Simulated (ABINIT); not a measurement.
Quasiparticle gap of KI (Fm-3m) in ABINIT. It takes space group Fm-3m (No. 225, cubic). The conventional cell has a = 7.066 Å, b = 7.066 Å, c = 7.066 Å, α = 90.00°, β = 90.00°, γ = 90.00°. Nearest to K lie 6 I at 3.53 Å. I has 6 K at 3.53 Å nearest. Farther neighbours, and contacts between anions beyond the nearest, are not listed. The calculation used RPA screening on PBE with spin-orbit coupling, plane waves, norm-conserving pseudopotentials (and 2 further levels or steps) in ABINIT 10.8.3, with cutoff 33 Ha, PseudoDojo fully relativistic 0.4 standard, norm-conserving, ngkpt (2, 2, 2), nband 102, ecuteps 3.6 Ha, shiftk (0, 0, 0), symchi 1, awtr 1, frequency ppm, 2×2×2 k-mesh. The PBE gap is 3.64 eV, direct, the G0W0 gap on the mesh is 5.32 eV and the GW settings are 2×2×2 mesh, 102 bands, screening to 98 eV, Godby-Needs plasmon pole. The known limits are short of the basis limit; screening head approximate; coarse k mesh. It took 5 runs, 3.6 min in all on 4 MPI ranks of Arm Neoverse V1, shared host. G0W0 moves the gap on the mesh from 3.64 eV to 5.32 eV (+1.68 eV), with Z of 0.82 and 0.85 at the edges. Local fields lower the RPA ε∞ on this mesh from 3.64 to 3.02; a Γ-centred mesh this coarse tends to raise both, most where the direct gap is narrow, while a short band sum lowers them. The program's warnings: Neglecting <n,k|[Vnl,iqr]|m,k> and nproc spkpt=  >= nkpt= * nsppol=. The cell and positions come from the Crystallography Open Database and are kept as given unless a step says otherwise. Limits: screening head approximate. The 2×2×2 mesh is coarse for this cell, which bears on the long-range parts of exchange and screening.

[Paths, hosts, dates, memory and timing lines, banners, echoed tables and standing remarks are left out of the program output; an Ansatz launch command may be rebuilt from the run's recorded settings. Measured values are a selection of at most five: reports struck by readers or far from the other reports are left out. None is set beside runs whose start may be inverted or whose files or cutoffs have a known fault.]

[Runs of the session that timed out or met a known fault of the program may be left out.]

[Hosts, paths, dates, database ids (printed as entryN), source tags and the programs' standing remarks are cut or masked in the printed files.]

[G0W0 gaps are taken among the corrected bands and points alone; a level outside them can change the order at an edge.]

[Where Ansatz stands beside ABINIT at settings called matched, ABINIT's density can come from a denser mesh and the files from another edition; pairs whose starting gaps differed by over 0.03 eV were left out, so agreement reads better than it is.]
